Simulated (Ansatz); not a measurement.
# TiSi2: which shell does photoemission see at 21.2 and 1486.7 eV? (PBE)

The valence band of TiSi2 mixes several shells. Work out by hand which one leads the spectrum's area at each photon energy.

Filled states come from the projected DOS of Ansatz 0.2.0 (PBE, plane waves); cross sections σ and asymmetry parameters β are those of free atoms in a Dirac–Hartree–Slater calculation. A shell's area is states × σ × angular factor, which is 1 − β·P₂(cos θ)/2 for unpolarised light, with θ = 45° from the beam and P₂ = 0.250.

**At 21.2 eV** (states counted from 11.2 eV below the zero; other shells add 0.069 to the products' sum of 18.1):

| shell | filled states a cell | cross section (Mb an electron) | β | angular factor | product | share by hand (%) | share in the simulated spectrum (%) |
| --- | --- | --- | --- | --- | --- | --- | --- |
| Ti 3d | 6.51 | 2.54 | 0.16 | 0.98 | 16.2 | 89 | 89 |
| Si 3s | 4.32 | 0.129 | 2.00 | 0.75 | 0.418 | 2 | 2 |
| Si 3p | 10.71 | 0.148 | 0.75 | 0.91 | 1.43 | 8 | 8 |

**At 1486.7 eV** (states counted from 14.6 eV below the zero; other shells add 0.0002 to the products' sum of 0.00356):

| shell | filled states a cell | cross section (Mb an electron) | β | angular factor | product | share by hand (%) | share in the simulated spectrum (%) |
| --- | --- | --- | --- | --- | --- | --- | --- |
| Ti 3d | 6.52 | 9.17e-05 | 0.73 | 0.91 | 0.000543 | 15 | 15 |
| Si 3s | 4.92 | 0.000534 | 2.00 | 0.75 | 0.00197 | 55 | 55 |
| Si 3p | 10.92 | 8.81e-05 | 1.00 | 0.88 | 0.000842 | 24 | 24 |

Ti 3d leads at 21.2 eV and Si 3s at 1486.7 eV. Between the two energies σ of Ti 3d changes by a factor 3.6e-5 and that of Si 3s by 0.0041, so their ratio moves 115-fold in favour of the second. The simulated spectrum uses the same rule on the energy-resolved DOS, so the two share columns agree within a few points.

Only crystals where the two columns agree within 4 points and the lead is clear are worked in this form. Free-atom cross sections ignore the solid's final states, no escape depth or background enters, and the count of states a shell hangs on the projection.
